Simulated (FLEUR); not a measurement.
Records of electronic-structure calculations.

```
Fe2As: parallel and opposed starts
1.0
     3.62700    0.00000    0.00000
     0.00000    3.62700    0.00000
     0.00000    0.00000    5.97300
Fe As
4 2
Direct
  0.00000 0.00000 0.00000
  0.50000 0.50000 0.00000
  0.00000 0.50000 0.33000
  0.50000 0.00000 0.67000
  0.00000 0.50000 0.73500
  0.50000 0.00000 0.26500
# method: PBEsol; all-electron FLAPW, Dirac cores, scalar-relativistic bands
# program: FLEUR MaX-R8.1
# settings of one run: kmax 3.69 1/bohr, gmax 11.1 1/bohr, muffin tin radii Fe: 2.22, As: 2.22 bohr, lmax Fe: [8, 6], As: [8, 6], hist occupations, smearing width 0.08 eV, mixer Anderson, mixing 0.05, max iterations 90, stop 2.00e-5 me/bohr³, collinear spin, 8×8×8 k-mesh, mesh matched on, starting moments 2.8 2.8 -2.8 -2.8 0 0 μB
# cost: 3 runs, 4.6 min in all on 4 MPI ranks of AMD EPYC 9R45, shared host (the runs of this entry)
# notes: The database entry behind the starting cell is an old determination (1935). The run is spin-polarised, with a total moment of -6.65 μB a cell. Only 3 starts were tried; other patterns of signs, canted and longer-period orders were not.
# lowest state found: ferromagnetic (initial antiferro ++--)
# largest site spin moment: 2.39 μB
# next finished state: non-magnetic, 241 meV a seeded atom higher
# energy gained by spin polarisation: 241 meV a seeded atom
```

[Logs and program files are shortened in this print: banners, set-up blocks, solver, clock and traceback lines can be left out without a mark of their own.]

[Logs are printed without paths, hosts, clocks, repeated set-up lines and the standing remarks that a program may print on its own settings, such as how far it seeks lower states.]

[Hosts, paths, dates, database ids (printed as entryN), source tags and the programs' standing remarks are cut or masked in the printed files.]

[Where a cell is said to come from a database of computed structures, the database is the Materials Project.]
